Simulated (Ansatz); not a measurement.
**LaInO3 (Pnma): the r2SCAN gap against the k mesh of the density**

How far can the k mesh of the density be lowered for the gap of LaInO3 (Pnma)?

Program: Ansatz 0.2.0. Level of theory: DFT, r2SCAN, plane waves, PAW. Values are calculated unless marked as measured.

### Step 1. Set-up

It takes space group Pnma (No. 62, orthorhombic). Conventional cell: a = 5.940 Å, b = 8.216 Å, c = 5.723 Å, α = 90.00°, β = 90.00°, γ = 90.00°. La has 8 O at 2.38 to 2.94 Å nearest. Nearest to In lie 6 O at 2.16 to 2.17 Å. Nearest to O lie 2 In at 2.17 Å and 2 La at 2.38 to 2.50 Å. Nearest to O lie 2 In at 2.16 to 2.17 Å and 3 La at 2.40 to 2.94 Å. Farther neighbours, and contacts between anions beyond the nearest, are not listed.

Geometry: measured cell, ions relaxed with r2SCAN. The runs that relaxed it are not among those shown. The default PAW set here is soft_2. Its files were made with PBE.

### Step 2. k mesh of the density: 2×2×2

The input, input.yaml:

```yaml
crystal:
  lattice:
    - [5.9404, 0.0, 0.0]
    - [0.0, 8.2158, 0.0]
    - [0.0, 0.0, 5.7229]
  atoms:
    - { symbol: La, position: [0.9463878522, 0.25, 0.0153056097] }
    - { symbol: La, position: [0.5536121478, 0.75, 0.5153056097] }
    - { symbol: La, position: [0.4463878522, 0.25, 0.4846943903] }
    - { symbol: La, position: [0.0536121478, 0.75, 0.9846943903] }
    - { symbol: In, position: [0.0, 0.0, 0.5] }
    - { symbol: In, position: [0.5, 0.0, 0.0] }
    - { symbol: In, position: [0.5, 0.5, 0.0] }
    - { symbol: In, position: [0.0, 0.5, 0.5] }
    - { symbol: O, position: [0.0443817441, 0.25, 0.6126999622] }
    - { symbol: O, position: [0.4556182559, 0.75, 0.1126999622] }
    - { symbol: O, position: [0.5443817441, 0.25, 0.8873000378] }
    - { symbol: O, position: [0.9556182559, 0.75, 0.3873000378] }
    - { symbol: O, position: [0.1980525852, 0.0593550042, 0.1955759518] }
    - { symbol: O, position: [0.3019474148, 0.9406449958, 0.6955759518] }
    - { symbol: O, position: [0.6980525852, 0.4406449958, 0.3044240482] }
    - { symbol: O, position: [0.8019474148, 0.5593550042, 0.8044240482] }
    - { symbol: O, position: [0.8019474148, 0.9406449958, 0.8044240482] }
    - { symbol: O, position: [0.6980525852, 0.0593550042, 0.3044240482] }
    - { symbol: O, position: [0.3019474148, 0.5593550042, 0.6955759518] }
    - { symbol: O, position: [0.1980525852, 0.4406449958, 0.1955759518] }
kpoints:
  mp_grid: { grid: [2, 2, 2] }
  band_path:
    path:
      - [0.0, 0.0, 0.0]
      - [0.5, 0.0, 0.0]
      - [0.5, 0.5, 0.0]
      - [0.0, 0.5, 0.0]
      - [0.0, 0.0, 0.5]
      - [0.5, 0.0, 0.5]
      - [0.5, 0.5, 0.5]
      - [0.0, 0.5, 0.5]
    npoints: 1
hamiltonian:
  xc: r2scan
scf:
  occupations: { method: fixed }
  n_extra_bands: 10
output:
  eigenvalues: true
```

Run with:

```
> ansatz run input.yaml --threads 24 --pin off --max-ram 82944MiB --backend cuda --events-out ev --progress --plain --runs-dir out --devices 1 --max-vram 78GiB
```

Standard output:

```text
scf.n_extra_bands = 10 over 84 filled bands (N_el = 168.0): the run solves 94 bands
GPUs: using 1 of 1 available (devices: 1).
Engine: ansatz 0.2.0, aarch64-unknown-linux-gnu
Pseudopotentials: kind: paw
Pseudopotential: La, paw, valence charge 11, recommended cutoff 500 eV (meta_gga), La.paw.azcp
Pseudopotential: In, paw, valence charge 13, recommended cutoff 500 eV (meta_gga), In.paw.azcp
Pseudopotential: O, paw, valence charge 6, recommended cutoff 500 eV (meta_gga), O.paw.azcp
Functional definition: r2SCAN
  parameter k0 = 0.174
  parameter k1 = 0.065
  parameter a1 = 4.9479
  exchange = r2scan_x(k0 = k0, k1 = k1, a1 = a1)
  correlation = r2scan_c
device memory: the entry about to start is reckoned to put 11.0 GiB on a device that reports 171.1 GiB free (of which the cap on the GPU budget leaves the run 78.0 GiB)
GPU FFT provider: cuFFT
GPU libraries: cuBLAS 13.8.1, cuFFT 12.4.0, cuSOLVER 12.3.2
GPU matrix products: emulated (plane waves: as basis.precision tells), large ones in fixed point in workspaces of 1.00 GiB
Crystal: 20 atoms, lattice volume = 279.307 Å³
Basis set: ecut = 500 eV, 7101 PW (Γ), exchange–correlation on 180×240×180 points (64 copies of the dense FFT grid, shifted against one another)
Bands: 94, of which v1, the nominal top of the filled ones, is band 84 counted from 1 (83 counted from 0)
Symmetry: 8 space group operations
Space group: Pnma (ITA 62), of the structure as read, at distance tolerance 6.5e-5 Å
k-points: 8
Non-local potential: La, projectors of the file, l = 0: 3, l = 1: 2, l = 2: 2, l = 3: 3
Non-local potential: In, projectors of the file, l = 0: 2, l = 1: 2, l = 2: 2, l = 3: 2
Non-local potential: O, projectors of the file, l = 0: 2, l = 1: 2, l = 2: 1
PAW form: soft (Blöchl's): semilocal exchange-correlation on the pseudo side does not see the compensation charge
PAW frozen core: La, regenerated for the run's functional (the file was generated under x = pbe(κ = 0.804, μ = 0.219515), c = pbe(β = 0.066725))
PAW frozen core: In, regenerated for the run's functional (the file was generated under x = pbe(κ = 0.804, μ = 0.219515), c = pbe(β = 0.066725))
PAW frozen core: O, regenerated for the run's functional (the file was generated under x = pbe(κ = 0.804, μ = 0.219515), c = pbe(β = 0.066725))
PAW one-centre angular grid: La, 974 points (default); XC on 160 Gauss nodes
PAW one-centre angular grid: In, 590 points (default); XC on 289 of its mesh's 2783 points in the sphere
PAW one-centre angular grid: O, 302 points (default); XC on 160 Gauss nodes
Initial density: superposition of atomic densities (neutral atoms: chi_scale 0, normalization atom), corrected by the library's trained network
Initial wavefunctions: pseudopotential atomic-orbital guess
GPU buffer pool allocated for 121500 grid points (all kernels)
GPU transforms: local potential and band sums: pruned to the plane-wave sphere, on 45×60×45
Functional: x = r2scan, c = r2scan; τ floored in thin density (d = 2e-4 eV/Å³)
SCF iter   1: F=—  HF=-54353.306935 eV  |F-HF|=—  |Δ(HF+E_count)|=         —  Δρ=1.28e-2  dr2=5.33e-1  dr2_τ=7.55e-1  ethr=1.77e-3  ⟨swp⟩=5.8  Hψ=2925  notcnv=0  defer=56
preconditioner: auto → Resta (q_TF=auto, 2.507 Å⁻¹)  ε∞=4.8  [insulator: Δε(μ)=3.625 eV  Ē_g=14.482 eV  n_scr=74 (ndim 8)  ℏωp=28.1 eV  f_vac=0.000  ε∞_Penn≈4.8]
SCF iter   2: F=—  HF=-54353.711037 eV  |F-HF|=—  |Δ(HF+E_count)|=   4.04e-1  Δρ=6.13e-3  dr2=7.32e-2  dr2_τ=1.04e-2  ethr=3.17e-4  ⟨swp⟩=5.1  Hψ=1672  notcnv=0  defer=53
SCF iter   3: F=—  HF=-54353.698860 eV  |F-HF|=—  |Δ(HF+E_count)|=   1.22e-2  Δρ=1.86e-3  dr2=5.92e-3  dr2_τ=6.90e-4  ethr=4.36e-5  ⟨swp⟩=5.8  Hψ=1573  notcnv=0  defer=58
SCF iter   4: F=—  HF=-54353.698620 eV  |F-HF|=—  |Δ(HF+E_count)|=   2.40e-4  Δρ=4.93e-4  dr2=3.65e-4  dr2_τ=6.87e-5  ethr=3.52e-6  ⟨swp⟩=4.2  Hψ=1512  notcnv=0  defer=60
SCF iter   5: F=—  HF=-54353.698677 eV  |F-HF|=—  |Δ(HF+E_count)|=   5.69e-5  Δρ=2.48e-4  dr2=1.39e-4  dr2_τ=2.31e-5  ethr=2.17e-7  ⟨swp⟩=2.2  Hψ=1413  notcnv=0  defer=60
SCF iter   6: F=—  HF=-54353.698638 eV  |F-HF|=—  |Δ(HF+E_count)|=   3.88e-5  Δρ=4.90e-5  dr2=4.82e-6  dr2_τ=6.28e-7  ethr=8.27e-8  ⟨swp⟩=2.0  Hψ=1385  notcnv=0  defer=56
SCF iter   7: F=—  HF=-54353.699034 eV  |F-HF|=—  |Δ(HF+E_count)|=   3.96e-4  Δρ=1.81e-5  dr2=8.76e-7  dr2_τ=6.93e-8  ethr=2.87e-9  ⟨swp⟩=2.8  Hψ=1420  notcnv=0  defer=55
SCF iter   8: F=-54353.699034 eV  HF=-54353.699034 eV  |F-HF|=6.12e-9  |Δ(HF+E_count)|=   2.33e-8  Δρ=2.31e-6  dr2=1.31e-8  dr2_τ=7.52e-10  ethr=5.95e-11  ⟨swp⟩=12.8  Hψ=3600  notcnv=0
SCF 1 converged in 8 iterations: F = -54353.699034 eV  dr2 = 1.31e-8
[...]
device memory: the entry about to start is reckoned to put 6.8 GiB on a device that reports 171.0 GiB free (of which the cap on the GPU budget leaves the run 78.0 GiB)
NSCF: frozen V_eff on 8 k-points
SCF converged after 8 iterations
Free energy (F): -54353.699034 eV
Harris-Foulkes:  -54353.699034 eV  (|F-HF|=6.12e-9)
Internal energy: -54353.699034 eV  (E = F + TS)
E sigma→0 (E₀):  -54353.699034 eV
Fermi energy:    9.790893 eV
--- Per-component energies (eV) ---
  E_band       = 17.359925
  E_kinetic    = 3874.700204
  E_local      = -8966.471820  (includes V_loc(G=0)·N_el)
  E_nonlocal   = 2439.080892
  E_hartree    = 3429.032990
  E_xc         = -2215.793648
  E_vxc        = -2339.085668  (∫ρ·V_xc dr)
  E_paw        = -40438.724254  (= ΣΔE_a)
  E_vpaw       = -1991.188763  (= ΣTr[D̂ρ^β])
  E_aug_tail   = 0.012092  (compensation charges beyond the density's cutoff)
  E_vtau       = 142.243037  (kinetic-family band-sum trace: ∫τ·v_τ [+ j·A + Jᵃ·Aᵃ] dr)
  E_ewald      = -12479.288432
  E_core_change = 3.752942  (= ΣΔE_core)
  E_smearing   = -0.000000  (= −TS)
  E_closure    = -0.000000  (closes the sum)
  Σ components = -54353.699034   (vs F -54353.699034, Δ=0.00e0)
--- Band table (eV; the first three rows and the last of 8) ---
  k-point 0: bands = [... 80 lower, 9.3845, 9.4967, 9.6456, 9.7909, 13.3452, 15.1299, 15.1824, 15.2363, ... 6 higher]
  k-point 1: bands = [... 80 lower, 9.3878, 9.3878, 9.4567, 9.4567, 14.8950, 14.8950, 15.1967, 15.1967, ... 6 higher]
  k-point 2: bands = [... 80 lower, 9.3953, 9.3953, 9.7064, 9.7064, 14.2441, 14.2441, 15.2003, 15.2003, ... 6 higher]
  k-point 7: bands = [... 80 lower, 9.5253, 9.5253, 9.5253, 9.5253, 15.2342, 15.2342, 15.2342, 15.2342, ... 6 higher]
```

Run time: 1.4 s. Hardware: 1 × NVIDIA GB200 (shared by 2 runs) with 24 threads of Arm Neoverse V2, shared host; peak memory 1.3 GiB; 5.3 s of CPU time.

The column dr2 measures how far the density is from self-consistency, as an energy; F and HF (Harris–Foulkes) agree once it is small.

Read from the output:

| Item | Value |
| --- | --- |
| gap | 3.554 eV |
| valence top at | Γ |
| conduction bottom at | Γ |
| least direct gap | 3.554 eV |

The gap is direct, at Γ.

### Step 3. k mesh of the density: 4×4×4 (the default)

input.yaml: that of step 2 with these lines changed.

```diff
@@ -27,14 +27,10 @@
 kpoints:
-  mp_grid: { grid: [2, 2, 2] }
+  mp_grid: { grid: [4, 4, 4] }
   band_path:
     path:
-      - [0.0, 0.0, 0.0]
-      - [0.5, 0.0, 0.0]
-      - [0.5, 0.5, 0.0]
-      - [0.0, 0.5, 0.0]
-      - [0.0, 0.0, 0.5]
-      - [0.5, 0.0, 0.5]
-      - [0.5, 0.5, 0.5]
-      - [0.0, 0.5, 0.5]
-    npoints: 1
+      - [[0.0, 0.0, 0.0], [0.5, 0.0, 0.0], [0.5, 0.5, 0.0], [0.0, 0.5, 0.0], [0.0, 0.0, 0.0], [0.0, 0.0, 0.5], [0.5, 0.0, 0.5], [0.5, 0.5, 0.5], [0.0, 0.5, 0.5], [0.0, 0.0, 0.5]]
+      - [[0.5, 0.0, 0.0], [0.5, 0.0, 0.5]]
+      - [[0.0, 0.5, 0.0], [0.0, 0.5, 0.5]]
+      - [[0.5, 0.5, 0.0], [0.5, 0.5, 0.5]]
+    npoints: 10
 hamiltonian:
@@ -42,3 +38,3 @@
 scf:
-  occupations: { method: fixed }
+  occupations: { method: fermi_dirac, width: 0.02 }
   n_extra_bands: 10
```

Standard output:

```text
[...]
GPUs: using 1 of 1 available (devices: 1).
[...]
GPU FFT provider: cuFFT
GPU libraries: cuBLAS 13.8.1, cuFFT 12.4.0, cuSOLVER 12.3.2
[...]
Crystal: 20 atoms, lattice volume = 279.307 Å³
Basis set: ecut = 500 eV, 7101 PW (Γ), exchange–correlation on 180×240×180 points (64 copies of the dense FFT grid, shifted against one another)
[...]
--- Band table (eV; the first three rows and the last of 27) ---
  k-point 0: bands = [... 80 lower, 9.3826, 9.4944, 9.6436, 9.7889, 13.3446, 15.1289, 15.1812, 15.2351, ... 6 higher]
  k-point 1: bands = [... 80 lower, 9.3487, 9.4314, 9.5329, 9.5714, 13.8628, 15.1501, 15.1597, 15.1787, ... 6 higher]
  k-point 2: bands = [... 80 lower, 9.3857, 9.3857, 9.4545, 9.4545, 14.8942, 14.8942, 15.1955, 15.1955, ... 6 higher]
  k-point 26: bands = [... 80 lower, 9.5233, 9.5233, 9.5233, 9.5233, 15.2331, 15.2331, 15.2331, 15.2331, ... 6 higher]
[key lines of the parts left out:]
SCF converged after 8 iterations
Free energy (F): -54353.732172 eV
Fermi energy:    11.571295 eV
```

Wall time 4.7 s (1 × NVIDIA GB200 (shared by 2 runs) with 24 threads); peak memory 1.3 GiB; 12 s of CPU time.

This step gave:

| Item | Value |
| --- | --- |
| gap | 3.556 eV |
| valence top at | Γ |
| conduction bottom at | Γ |
| least direct gap | 3.556 eV |

The gap is 3.556 eV, +0.001 eV from the run before at this level.

### Step 4. k mesh of the density: 6×4×6

input.yaml: that of step 3 with these lines changed.

```diff
@@ -27,10 +27,14 @@
 kpoints:
-  mp_grid: { grid: [4, 4, 4] }
+  mp_grid: { grid: [6, 4, 6] }
   band_path:
     path:
-      - [[0.0, 0.0, 0.0], [0.5, 0.0, 0.0], [0.5, 0.5, 0.0], [0.0, 0.5, 0.0], [0.0, 0.0, 0.0], [0.0, 0.0, 0.5], [0.5, 0.0, 0.5], [0.5, 0.5, 0.5], [0.0, 0.5, 0.5], [0.0, 0.0, 0.5]]
-      - [[0.5, 0.0, 0.0], [0.5, 0.0, 0.5]]
-      - [[0.0, 0.5, 0.0], [0.0, 0.5, 0.5]]
-      - [[0.5, 0.5, 0.0], [0.5, 0.5, 0.5]]
-    npoints: 10
+      - [0.0, 0.0, 0.0]
+      - [0.5, 0.0, 0.0]
+      - [0.5, 0.5, 0.0]
+      - [0.0, 0.5, 0.0]
+      - [0.0, 0.0, 0.5]
+      - [0.5, 0.0, 0.5]
+      - [0.5, 0.5, 0.5]
+      - [0.0, 0.5, 0.5]
+    npoints: 1
 hamiltonian:
@@ -38,3 +42,3 @@
 scf:
-  occupations: { method: fermi_dirac, width: 0.02 }
+  occupations: { method: fixed }
   n_extra_bands: 10
```

Standard output:

```text
[...]
GPUs: using 1 of 1 available (devices: 1).
[...]
GPU FFT provider: cuFFT
GPU libraries: cuBLAS 13.8.1, cuFFT 12.4.0, cuSOLVER 12.3.2
[...]
Crystal: 20 atoms, lattice volume = 279.307 Å³
Basis set: ecut = 500 eV, 7101 PW (Γ), exchange–correlation on 180×240×180 points (64 copies of the dense FFT grid, shifted against one another)
[...]
--- Band table (eV; the first three rows and the last of 48) ---
  k-point 0: bands = [... 80 lower, 9.3826, 9.4944, 9.6436, 9.7889, 13.3446, 15.1289, 15.1812, 15.2351, ... 6 higher]
  k-point 1: bands = [... 80 lower, 9.3736, 9.4639, 9.5866, 9.6856, 13.5855, 15.1391, 15.1693, 15.1818, ... 6 higher]
  k-point 2: bands = [... 80 lower, 9.3759, 9.4070, 9.4364, 9.5002, 14.2081, 15.1601, 15.1646, 15.1896, ... 6 higher]
  k-point 47: bands = [... 80 lower, 9.5233, 9.5233, 9.5233, 9.5233, 15.2331, 15.2331, 15.2331, 15.2331, ... 6 higher]
[key lines of the parts left out:]
SCF converged after 8 iterations
Free energy (F): -54353.732189 eV
Fermi energy:    9.788904 eV
```

Run time: 3.5 s. Hardware: 1 × NVIDIA GB200 (shared by 2 runs) with 24 threads; peak memory 1.3 GiB.

This step gave:

| Property | Result |
| --- | --- |
| gap | 3.556 eV |
| valence top at | Γ |
| conduction bottom at | Γ |
| least direct gap | 3.556 eV |

The gap is 3.556 eV, as in the run before at this level.

### Step 5. The series

Differences are against the last row; a negative gap means that bands overlap, and a run with a band path holds that path's time. Times are wall times on 1 × NVIDIA GB200 (shared by 2 runs) with 24 threads of Arm Neoverse V2, shared host, good to a factor of about two.

```
k mesh of the density  gap (eV)  direct gap (eV)  gap error (eV)  energy error (meV/atom)  irreducible k   time
                2×2×2     3.554            3.554          −0.001                     +1.7              8  1.4 s
                4×4×4     3.556            3.556          +0.000                     +0.0             27  4.7 s
                6×4×6     3.556            3.556          +0.000                     +0.0             48  3.5 s
```

### Step 6. Results

```json
{"2×2×2": "3.554 eV", "4×4×4": "3.556 eV", "6×4×6": "3.556 eV"}
```

The gap holds to 0.02 eV from 2×2×2 on, the cheapest setting tried. At 2×2×2 the gap is off by −0.001 eV and the energy by +2 meV/atom. The gap is read over the mesh and added points near the edges, so meshes differ mainly through the density and, for a hybrid, the exchange operator.

[Long decimals in the printed logs are rounded to 6 places.]

[Logs are printed without paths, hosts, clocks, repeated set-up lines and the standing remarks that a program may print on its own settings, such as how far it seeks lower states.]

[Paths, hosts, dates, memory and timing lines, banners, echoed tables and standing remarks are left out of the program output; an Ansatz launch command may be rebuilt from the run's recorded settings. Measured values are a selection of at most five: reports struck by readers or far from the other reports are left out. None is set beside runs whose start may be inverted or whose files or cutoffs have a known fault.]

[Runs of the session that timed out or met a known fault of the program may be left out.]

[Cells called generated may have been cut or substituted from an entry of the Crystallography Open Database or the Materials Project.]

[Hosts, paths, dates, database ids (printed as entryN), source tags and the programs' standing remarks are cut or masked in the printed files.]

[Where the starting crystal was built by hand or by swapping elements, it need not be the compound's stable phase.]
